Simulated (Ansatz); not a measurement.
# What CdH2Se2 (built on the sites of a database entry of CdH2O2) distorts into

Wanted: the energy along a soft mode of CdH2Se2 (built on the sites of a database entry of CdH2O2) and the structure at the end.

Calculated with Ansatz 0.2.0; DFT PBEsol, scalar-relativistic, plane waves, PAW.

The structure was built from a prototype and need not be the compound's stable phase.

### Step 1. The starting structure

Symmetry: P-3m1, No. 164, trigonal system. The conventional cell has a = 4.323 Å, b = 4.323 Å, c = 5.900 Å, α = 90.00°, β = 90.00°, γ = 120.00°. Nearest to Cd lie 6 Se at 2.81 Å. Nearest to H lie 1 Se at 1.49 Å. Se has 1 H at 1.49 Å and 3 Cd at 2.81 Å nearest. Farther neighbours and most contacts between anions are not listed.

Structure file:

```cif
data_structure
_symmetry_space_group_name_H-M 'P 1'
_symmetry_Int_Tables_number 1
_cell_length_a 4.3232
_cell_length_b 4.3232
_cell_length_c 5.9000
_cell_angle_alpha 90.000
_cell_angle_beta 90.000
_cell_angle_gamma 120.000
_cell_volume 95.50
loop_
_atom_site_label
_atom_site_type_symbol
_atom_site_fract_x
_atom_site_fract_y
_atom_site_fract_z
_atom_site_occupancy
Cd1 Cd 0.00000 0.00000 0.00000 1
H2 H 0.66667 0.33333 0.53007 1
H3 H 0.33333 0.66667 0.46993 1
Se4 Se 0.66667 0.33333 0.78231 1
Se5 Se 0.33333 0.66667 0.21769 1
```

### Step 2. The dispersion

The cell comes from relaxations at this level that are not shown. Stability and thermal properties need the whole zone. Linear response on a 3×3×2 q mesh gives force constants as far as a supercell of that size would, and the tensors from the zone-centre run are typed in so that the long-range dipole term is interpolated apart.

Input file input.yaml:

```yaml
crystal:
  lattice:
    - [4.3232027575, 3.0369e-06, 0.0]
    - [-2.1616040088, 3.7440018952, 0.0]
    - [0.0, 0.0, 5.8999750515]
  atoms:
    - { symbol: Cd, position: [0.0, 0.0, 0.0] }
    - { symbol: H, position: [0.6666666667, 0.3333333333, 0.5300719046] }
    - { symbol: H, position: [0.3333333333, 0.6666666667, 0.4699280954] }
    - { symbol: Se, position: [0.6666666667, 0.3333333333, 0.7823062415] }
    - { symbol: Se, position: [0.3333333333, 0.6666666667, 0.2176937585] }
kpoints:
  mp_grid: { grid: [6, 6, 4] }
hamiltonian:
  xc: pbesol
scf:
  occupations: { method: fixed }
output:
  eigenvalues: true
phonons:
  method: dfpt
  qmesh: [3, 3, 2]
  temperatures: { t_max: 1000, t_step: 50 }
  qpath:
    path:
      - [[0.0, 0.0, 0.0], [0.5, 0.0, 0.0], [0.33333333, 0.33333333, 0.0], [0.0, 0.0, 0.0], [0.0, 0.0, 0.5], [0.5, 0.0, 0.5], [0.33333333, 0.33333333, 0.5], [0.0, 0.0, 0.5]]
      - [[0.5, 0.0, 0.5], [0.5, 0.0, 0.0]]
      - [[0.33333333, 0.33333333, 0.5], [0.33333333, 0.33333333, 0.0]]
    npoints: 10
  non_analytic_term:
    high_frequency_dielectric_tensor: [[6.8052, 0.0, 0.0], [0.0, 6.8052, 0.0], [0.0, 0.0, 5.1666]]
    born_effective_charges:
      - { species: Cd, tensor: [[2.9917, 0.0, 0.0], [0.0, 2.9917, 0.0], [0.0, 0.0, 1.7419]] }
      - { species: H, tensor: [[-0.0907, 0.0, 0.0], [0.0, -0.0907, 0.0], [0.0, 0.0, 0.1235]] }
      - { species: H, tensor: [[-0.0907, 0.0, 0.0], [0.0, -0.0907, 0.0], [0.0, 0.0, 0.1235]] }
      - { species: Se, tensor: [[-1.4052, 0.0, 0.0], [0.0, -1.4052, 0.0], [0.0, 0.0, -0.9944]] }
      - { species: Se, tensor: [[-1.4052, 0.0, 0.0], [0.0, -1.4052, 0.0], [0.0, 0.0, -0.9944]] }
    source: "zone-centre run at this cell"
```

Started as:

```bash
ansatz run input.yaml --threads 8 --pin off --max-ram 14336MiB --backend cpu --events-out ev --progress --plain --runs-dir out
```

Numbers of over 12 decimals in the logs are rounded to 6 here.

Output:

```text
Warning: phonons: the dynamical matrix that this run interpolates holds no multipole term above the dipole-dipole one, and a site of this crystal is no centre of inversion, so its interpolated transverse optical and acoustic branches and sound speeds can stay off near Gamma, and the density of states and the thermodynamics with them. What a run solves at a wave vector of phonons.qpoints, Gamma apart, where the deck admits one, is free of this, and under fd what a larger phonons.supercell samples
Engine: ansatz 0.2.0, x86_64-unknown-linux-gnu
Pseudopotentials: kind: paw
Pseudopotential: Cd, paw, valence charge 20, recommended cutoff 420 eV (normal), Cd.paw.azcp
Pseudopotential: H, paw, valence charge 1, recommended cutoff 420 eV (normal), H.paw.azcp
Pseudopotential: Se, paw, valence charge 16, recommended cutoff 420 eV (normal), Se.paw.azcp
Functional definition: PBEsol
  exchange = pbesol_x
  correlation = pbesol_c
Crystal: 5 atoms, lattice volume = 95.498 Å³
Basis set: ecut = 420 eV, 1873 PW (Γ), exchange–correlation on 60×60×80 points (8 copies of the dense FFT grid, shifted against one another)
Bands: 33, of which v1, the nominal top of the filled ones, is band 27 counted from 1 (26 counted from 0)
Symmetry: 12 space group operations
k-points: 24 of 144
Non-local potential: Cd, projectors of the file, l = 0: 3, l = 1: 2, l = 2: 2, l = 3: 1
Non-local potential: H, projectors of the file, l = 0: 2, l = 1: 1
Non-local potential: Se, projectors of the file, l = 0: 2, l = 1: 2, l = 2: 3, l = 3: 1
PAW form: soft (Blöchl's): semilocal exchange-correlation on the pseudo side does not see the compensation charge
PAW frozen core: Cd, regenerated for the run's functional, and the local potential with it (the file was generated under x = pbe(κ = 0.804, μ = 0.219515), c = pbe(β = 0.066725))
PAW frozen core: Se, regenerated for the run's functional, and the local potential with it (the file was generated under x = pbe(κ = 0.804, μ = 0.219515), c = pbe(β = 0.066725))
PAW one-centre angular grid: Cd, 590 points (default); XC on 64 Gauss nodes
PAW one-centre angular grid: H, 110 points (default); XC on 64 Gauss nodes
PAW one-centre angular grid: Se, 590 points (default); XC on 64 Gauss nodes
Initial density: superposition of atomic densities (neutral atoms: chi_scale 0, normalization atom), corrected by the library's trained network
Initial wavefunctions: pseudopotential atomic-orbital guess
Functional: x = pbesol(κ = 0.804, μ = 0.123457), c = pbesol(β = 0.046)
SCF iter   1: F=—  HF=-19064.452541 eV  |F-HF|=—  |Δ(HF+E_count)|=         —  Δρ=5.38e-3  dr2=2.35e-2  ethr=1.77e-3  ⟨swp⟩=4.8  Hψ=2629  notcnv=0  defer=89
preconditioner: auto → Resta (q_TF=auto, 2.481 Å⁻¹)  ε∞=3.9  [insulator: Δε(μ)=0.919 eV  Ē_g=11.435 eV  n_scr=22 (ndim 8)  ℏωp=19.4 eV  f_vac=0.141  ε∞_Penn≈3.9]
SCF iter   2: F=—  HF=-19064.446814 eV  |F-HF|=—  |Δ(HF+E_count)|=   5.73e-3  Δρ=2.42e-3  dr2=5.22e-3  ethr=4.36e-5  ⟨swp⟩=2.7  Hψ=1523  notcnv=0  defer=94
SCF iter   3: F=—  HF=-19064.445775 eV  |F-HF|=—  |Δ(HF+E_count)|=   1.04e-3  Δρ=5.11e-4  dr2=3.71e-4  ethr=9.67e-6  ⟨swp⟩=2.0  Hψ=1007  notcnv=0  defer=94
SCF iter   4: F=—  HF=-19064.445815 eV  |F-HF|=—  |Δ(HF+E_count)|=   3.97e-5  Δρ=1.88e-4  dr2=4.24e-5  ethr=6.88e-7  ⟨swp⟩=2.0  Hψ=1113  notcnv=0  defer=94
SCF iter   5: F=—  HF=-19064.445853 eV  |F-HF|=—  |Δ(HF+E_count)|=   3.79e-5  Δρ=5.22e-5  dr2=4.13e-6  ethr=7.86e-8  ⟨swp⟩=2.2  Hψ=1252  notcnv=0  defer=51
SCF iter   6: F=—  HF=-19064.445852 eV  |F-HF|=—  |Δ(HF+E_count)|=   7.27e-7  Δρ=2.51e-5  dr2=6.39e-7  ethr=7.65e-9  ⟨swp⟩=2.0  Hψ=1303  notcnv=0  defer=42
SCF iter   7: F=—  HF=-19064.445853 eV  |F-HF|=—  |Δ(HF+E_count)|=   9.68e-7  Δρ=9.56e-6  dr2=9.91e-8  ethr=1.18e-9  ⟨swp⟩=2.0  Hψ=1375  notcnv=0  defer=42
SCF iter   8: F=—  HF=-19064.445854 eV  |F-HF|=—  |Δ(HF+E_count)|=   2.98e-7  Δρ=2.17e-6  dr2=8.94e-9  ethr=1.84e-10  ⟨swp⟩=2.5  Hψ=1291  notcnv=0  defer=48
SCF iter   9: F=—  HF=-19064.445854 eV  |F-HF|=—  |Δ(HF+E_count)|=   3.55e-8  Δρ=5.19e-7  dr2=6.30e-10  ethr=1.66e-11  ⟨swp⟩=2.0  Hψ=1063  notcnv=0  defer=50
SCF iter  10: F=—  HF=-19064.445854 eV  |F-HF|=—  |Δ(HF+E_count)|=   1.13e-9  Δρ=2.05e-7  dr2=4.66e-11  ethr=1.17e-12  ⟨swp⟩=2.0  Hψ=1039  notcnv=0  defer=50
SCF iter  11: F=-19064.445854 eV  HF=-19064.445854 eV  |F-HF|=7.28e-12  |Δ(HF+E_count)|=  4.00e-11  Δρ=3.82e-8  dr2=1.25e-12  ethr=1.00e-12  ⟨swp⟩=10.2  Hψ=4300  notcnv=0
SCF 1 converged in 11 iterations: F = -19064.445854 eV  dr2 = 1.25e-12
  greatest PAW one-centre occupation: 1.000 electrons in one spin orbital (limit 2), on the Cd atom at site 0 (counted from 0), in its partial waves of l = 0
NSCF: frozen V_eff on 24 k-points
NSCF: frozen V_eff on 76 k-points
DFPT response loops at q = (0, 0, 0) (fractional): preconditioner auto → Resta (q_TF=auto, 2.481 Å⁻¹)  ε∞=8.1 (no band partly filled); β = 1.00, the filter's whole step (`scf.mixing.beta` (0.50) is not read by the response loops at its default; to damp them type it under 1.00, their step now; it binds the ground state too); Broyden in place of MSR1
NSCF: frozen V_eff on 152 k-points
DFPT response loops at q = (0, 0, -0.5) (fractional): mixed as the last ones told, above
NSCF: frozen V_eff on 288 k-points
DFPT response loops at q = (0, 0.333333, 0) (fractional): mixed as the last ones told, above
NSCF: frozen V_eff on 288 k-points
DFPT response loops at q = (0, 0.333333, -0.5) (fractional): mixed as the last ones told, above
NSCF: frozen V_eff on 288 k-points
DFPT response loops at q = (0.333333, 0.333333, 0) (fractional): mixed as the last ones told, above
NSCF: frozen V_eff on 288 k-points
DFPT response loops at q = (0.333333, 0.333333, -0.5) (fractional): mixed as the last ones told, above
SCF converged after 11 iterations
Free energy (F): -19064.445854 eV
Harris-Foulkes:  -19064.445854 eV  (|F-HF|=7.28e-12)
Internal energy: -19064.445854 eV  (E = F + TS)
E sigma→0 (E₀):  -19064.445854 eV
Fermi energy:    6.113096 eV
--- Per-component energies (eV) ---
  E_band       = -1355.648661
  E_kinetic    = 766.930198
  E_local      = -9749.536741  (includes V_loc(G=0)·N_el)
  E_nonlocal   = -1144.946463
  E_hartree    = 4658.104677
  E_xc         = -398.205055
  E_vxc        = -438.109418  (∫ρ·V_xc dr)
  E_paw        = -7751.171763  (= ΣΔE_a)
  E_vpaw       = -106.192167  (= ΣTr[D̂ρ^β])
  E_aug_tail   = -0.003408  (compensation charges beyond the density's cutoff)
  E_ewald      = -5447.976159
  E_core_change = 2.358861  (= ΣΔE_core)
  E_smearing   = -0.000000  (= −TS)
  E_closure    = -0.000000  (closes the sum)
  Σ components = -19064.445854   (vs F -19064.445854, Δ=0.00e0)
--- Band table (eV; the first three rows and the last of 24) ---
  k-point 0: bands = [... 23 lower, 5.3302, 5.3302, 5.4098, 5.4098, 7.0347, 8.3233, 11.7299, 12.0499, ... 2 higher]
  k-point 1: bands = [... 23 lower, 5.2169, 5.2169, 5.5529, 5.5529, 7.6015, 8.7030, 11.2308, 11.7477, ... 2 higher]
  k-point 2: bands = [... 23 lower, 5.1642, 5.1642, 5.6359, 5.6359, 8.4692, 9.2109, 9.8648, 11.5132, ... 2 higher]
  k-point 23: bands = [... 23 lower, 1.7457, 3.8815, 5.0404, 5.0404, 9.9826, 9.9826, 10.2072, 12.5575, ... 2 higher]
--- Phonons (Γ-DFPT): 6 representative perturbations + reference (Σ response iterations 24) ---
  ASR residual: 1.950e-5 → 0.000e0 eV/Å²; symmetrization residual: 2.419e-6 eV/Å²
  ASR residual per site (eV/Å²): 5.73e-6 1.95e-5 1.95e-5 6.91e-6 6.91e-6
  Γ frequencies (cm⁻¹): 0.00 0.00 0.00 45.63 45.63 89.27 89.27 114.87 144.33 213.10 213.10 427.13 427.13 2238.64 2241.30
--- Phonons (arbitrary-q DFPT): 6 irreducible q on the 3×3×2 mesh ---
  q = [0.0000, 0.0000, 0.0000] (star 1, of the zone-centre solve; hermiticity 1.35e-7, symmetrization 5.58e-8): -0.00 0.00 0.00 45.63 45.63 89.27 89.27 114.87 144.33 213.10 213.10 427.13 427.13 2238.64 2241.30
  q = [0.0000, 0.0000, -0.5000] (star 1, 6 solved perturbations in 300 linear systems a pass and spin channel, the states on 76 of 144 k-point pairs; hermiticity 3.20e-6, symmetrization 1.60e-6): 20.39 20.39 32.85 83.13 83.13 110.46 110.46 133.51 143.03 333.10 333.10 368.22 368.22 2229.21 2250.38
  q = [0.0000, 0.3333, 0.0000] (star 6, 9 solved perturbations in 1116 linear systems a pass and spin channel, the states on 144 of 144 k-point pairs; hermiticity 1.14e-7, symmetrization 2.17e-7): -113.79 19.00 24.31 48.09 86.30 108.45 124.74 134.06 154.06 165.63 254.43 437.68 469.04 2236.05 2239.29
  q = [0.0000, 0.3333, -0.5000] (star 6, 9 solved perturbations in 1116 linear systems a pass and spin channel, the states on 144 of 144 k-point pairs; hermiticity 1.36e-7, symmetrization 5.48e-8): 10.98 24.05 59.17 80.17 93.30 117.10 123.28 136.14 148.35 326.96 355.48 380.95 420.40 2229.58 2242.91
  q = [0.3333, 0.3333, 0.0000] (star 2, 6 solved perturbations in 534 linear systems a pass and spin channel, the states on 144 of 144 k-point pairs; hermiticity 9.75e-8, symmetrization 1.64e-8): -128.65 21.26 44.08 44.08 89.57 89.57 132.88 145.62 145.62 163.28 347.04 347.04 515.93 2236.89 2236.89
  q = [0.3333, 0.3333, -0.5000] (star 2, 6 solved perturbations in 534 linear systems a pass and spin channel, the states on 144 of 144 k-point pairs; hermiticity 8.19e-7, symmetrization 2.94e-7): 8.69 37.90 37.90 87.74 87.74 115.26 127.33 146.91 146.91 342.10 373.74 396.79 396.79 2235.15 2235.15
  sum rule: each row above includes the acoustic sum rule's correction from the zone centre's row sums; it moved no ω² by more than (2.29 cm⁻¹)²
  mesh force constants: q→R imaginary residual 1.47e-16; ASR residual 1.950e-5 → 0.000e0 eV/Å²; symmetrization residual 1.421e-14 eV/Å²
  interpolated dispersion: 94 rows × 15 modes
  density of states and harmonic sums: on the 18×18×12 q-mesh, interpolated from the force constants of a 3×3×2 supercell (with the dipole–dipole term of supplied tensors)
  largest difference from the sums on the solved wave vectors: F 5.44e-2 eV, S 6.56e-5 and C_V 1.34e-5 eV/K
  zero-point energy: 0.410068 eV/cell   skipped modes (ω ≤ 0): 291, of them read as no rigid motion or as one in doubt: 288 (7.400e-1 modes/cell left out, lowest -134.48 cm⁻¹)   left out of the sums: 4.94e-2 of the cell's modes: C_V's classical limit lies that fraction below 3 k_B per atom; for a crystal, a wire or a layer, F and S can be off by more, and a phonons.interpolated_qmesh denser along its periods is the remedy for the sampling
```

Wall time 69 s (8 threads of AMD EPYC 9R45, shared host); peak memory 1.4 GiB; 8.4 min of CPU time.

This step gave:

```
gap on the k-mesh                                       : 0.9216 eV
volume per atom                                         : 19.10 Å³
sum-rule residual before enforcement                    : 1.95e-5 eV/Å²
lowest frequency on the path                            : -134.5 cm⁻¹
point group                                             : -3m
highest frequency on the path or at a solved wavevector : 2250 cm⁻¹
highest optical mode at the zone centre (no LO-TO term) : 2241 cm⁻¹
lowest optical zone-centre mode                         : 45.63 cm⁻¹
lowest mode on the q mesh (acoustic modes at Γ apart)   : -128.7 cm⁻¹
```

Frequencies (cm⁻¹) solved at each irreducible wavevector; negative means imaginary. Frequencies by wavevector, by row:

| q in reciprocal lattice units | star | mode 1 | mode 2 | mode 3 | mode 4 | mode 13 | mode 14 | mode 15 |
| --- | --- | --- | --- | --- | --- | --- | --- | --- |
| 0 0 0 | 1 | 0 | 0 | 0 | 45.6 | 427.1 | 2239 | 2241 |
| 0 0 -0.5 | 1 | 20.4 | 20.4 | 32.9 | 83.1 | 368.2 | 2229 | 2250 |
| 0 0.3333 0 | 6 | -113.8 | 19 | 24.3 | 48.1 | 469 | 2236 | 2239 |
| 0 0.3333 -0.5 | 6 | 11 | 24.1 | 59.2 | 80.2 | 420.4 | 2230 | 2243 |
| 0.3333 0.3333 0 | 2 | -128.7 | 21.3 | 44.1 | 44.1 | 515.9 | 2237 | 2237 |
| 0.3333 0.3333 -0.5 | 2 | 8.7 | 37.9 | 37.9 | 87.7 | 396.8 | 2235 | 2235 |

Interpolated from a 3×3×2 q mesh, with the LO-TO term (at Γ the limit along the path; where Γ stands inside the path, tables give the limit on arrival). Phonon branches along the path, in cm⁻¹:

| point | branch 1 | branch 2 | branch 3 | branch 4 | branch 12 | branch 13 | branch 14 | branch 15 |
| --- | --- | --- | --- | --- | --- | --- | --- | --- |
| Γ | 0 | 0 | 0 | 46 | 427 | 427 | 2239 | 2241 |
| halfway | -90 | 20 | 26 | 44 | 434 | 456 | 2237 | 2240 |
| M | -134 | -39 | 29 | 58 | 442 | 481 | 2236 | 2238 |
| halfway | -130 | -26 | 39 | 53 | 404 | 503 | 2236 | 2238 |
| K | -129 | 21 | 44 | 44 | 347 | 516 | 2237 | 2237 |
| halfway | -95 | 25 | 34 | 46 | 423 | 472 | 2236 | 2240 |
| Γ | 0 | 0 | 0 | 46 | 427 | 427 | 2239 | 2241 |
| halfway | 14 | 14 | 23 | 83 | 411 | 411 | 2233 | 2248 |
| A | 20 | 20 | 33 | 83 | 368 | 368 | 2229 | 2250 |
| halfway | 6 | 24 | 58 | 81 | 364 | 406 | 2229 | 2246 |
| L | -13 | 20 | 52 | 78 | 400 | 430 | 2232 | 2239 |
| halfway | 4 | 36 | 42 | 81 | 397 | 418 | 2232 | 2238 |
| H | 9 | 38 | 38 | 88 | 397 | 397 | 2235 | 2235 |
| halfway | 22 | 24 | 58 | 90 | 381 | 406 | 2229 | 2244 |
| A | 20 | 20 | 33 | 83 | 368 | 368 | 2229 | 2250 |
| jump to L | -13 | 20 | 52 | 78 | 400 | 430 | 2232 | 2239 |
| halfway | -54 | -23 | 33 | 57 | 443 | 445 | 2233 | 2239 |
| M | -134 | -39 | 29 | 58 | 442 | 481 | 2236 | 2238 |
| jump to H | 9 | 38 | 38 | 88 | 397 | 397 | 2235 | 2235 |
| halfway | -23 | 40 | 40 | 70 | 373 | 474 | 2236 | 2236 |
| K | -129 | 21 | 44 | 44 | 347 | 516 | 2237 | 2237 |

Symmetry leaves 6 wavevectors to solve. The lowest mode among them, the acoustic zeros apart, lies at q = (0.333, 0.333, 0) and is imaginary, 128.7i cm⁻¹, so the energy falls along it. Between them the interpolated path dips to 134i cm⁻¹.

### Step 3. The mode frozen in, largest atomic shift 0 Å

The mode followed lies at q = (0, 0.333, 0) with frequency 113.8i cm⁻¹, one of the unstable modes though not the softest. At small amplitude the distorted cell has space group no. 2 by a symmetry search on the positions. The undistorted cell that holds it gives the zero of energy on the same k mesh.

System of this step: CdH2Se2 (built on the sites of a database entry of CdH2O2). The structure is trigonal, space group P-3m1 (No. 164). The conventional cell has a = 4.323 Å, b = 4.323 Å, c = 5.900 Å, α = 90.00°, β = 90.00°, γ = 120.00°. Nearest to Cd lie 6 Se at 2.81 Å. Nearest to H lie 1 Se at 1.49 Å. Se has 1 H at 1.49 Å and 3 Cd at 2.81 Å nearest. Farther neighbours and most contacts between anions are not listed.

Input file input.yaml:

```yaml
crystal:
  lattice:
    - [-4.3232027575, -3.0369e-06, 0.0]
    - [0.0, 0.0, -5.8999750515]
    - [2.161609269, -11.2320087227, 0.0]
  atoms:
    - { symbol: Cd, position: [0.3333333333, 1.0, 0.6666666667] }
    - { symbol: Cd, position: [0.6666666667, 1.0, 0.3333333333] }
    - { symbol: Cd, position: [1.0, 1.0, 1.0] }
    - { symbol: H, position: [0.7777777778, 0.4699280954, 0.5555555556] }
    - { symbol: H, position: [0.1111111111, 0.4699280954, 0.2222222222] }
    - { symbol: H, position: [0.4444444444, 0.4699280954, 0.8888888889] }
    - { symbol: H, position: [0.2222222222, 0.5300719046, 0.4444444444] }
    - { symbol: H, position: [0.5555555556, 0.5300719046, 0.1111111111] }
    - { symbol: H, position: [0.8888888889, 0.5300719046, 0.7777777778] }
    - { symbol: Se, position: [0.7777777778, 0.2176937585, 0.5555555556] }
    - { symbol: Se, position: [0.1111111111, 0.2176937585, 0.2222222222] }
    - { symbol: Se, position: [0.4444444444, 0.2176937585, 0.8888888889] }
    - { symbol: Se, position: [0.2222222222, 0.7823062415, 0.4444444444] }
    - { symbol: Se, position: [0.5555555556, 0.7823062415, 0.1111111111] }
    - { symbol: Se, position: [0.8888888889, 0.7823062415, 0.7777777778] }
kpoints:
  mp_grid: { grid: [6, 4, 6] }
hamiltonian:
  xc: pbesol
scf:
  occupations: { method: gaussian, width: 0.02 }
output:
  forces: true
  stress: true
  eigenvalues: true
```

Output:

```text
[...]
Crystal: 15 atoms, lattice volume = 286.493 Å³
Basis set: ecut = 420 eV, 5605 PW (Γ), exchange–correlation on 60×80×160 points (8 copies of the dense FFT grid, shifted against one another)
Bands: 98, of which v1, the nominal top of the filled ones, is band 81 counted from 1 (80 counted from 0)
Symmetry: 12 space group operations
[...]
k-points: 47 of 144
[...]
k-point 0: bands = [... 77 lower, 5.4088, 5.4091, 6.0714, 6.0714, 7.0343, 8.3230, 8.8145, 8.8145, ... 8 higher]
  k-point 1: bands = [... 77 lower, 5.4351, 5.5777, 6.0304, 6.0958, 7.2867, 8.4414, 8.6534, 8.9936, ... 8 higher]
  k-point 2: bands = [... 77 lower, 5.2562, 5.7441, 5.9666, 6.1084, 7.8270, 8.5513, 8.7414, 8.9348, ... 8 higher]
  k-point 46: bands = [... 77 lower, 4.8236, 5.2864, 5.4841, 5.5609, 8.8583, 8.9839, 9.2146, 9.7075, ... 8 higher]
[key lines of the parts left out:]
SCF converged after 8 iterations
Free energy (F): -57193.342371 eV
Fermi energy:    6.573489 eV
P = ⅓ Tr σ = -0.0027 GPa (-0.027 kbar)
```

Elapsed: 3 s, on 8 threads; peak memory 1.9 GiB; 22 s of CPU time.

Numbers from this step:

- pressure: -0.002728 GPa
- gap on the k-mesh: 0.9220 eV
- energy from the undistorted cell: 0 meV/atom

At this level the gap is 0.92 eV on the k-mesh of the self-consistent run, which can miss the band edges.

(Part 1 of 3 ends here.)

[Logs are printed without paths, hosts, clocks, repeated set-up lines and the standing remarks that a program may print on its own settings, such as how far it seeks lower states.]

[Hosts, paths, dates, database ids (printed as entryN), source tags and the programs' standing remarks are cut or masked in the printed files.]
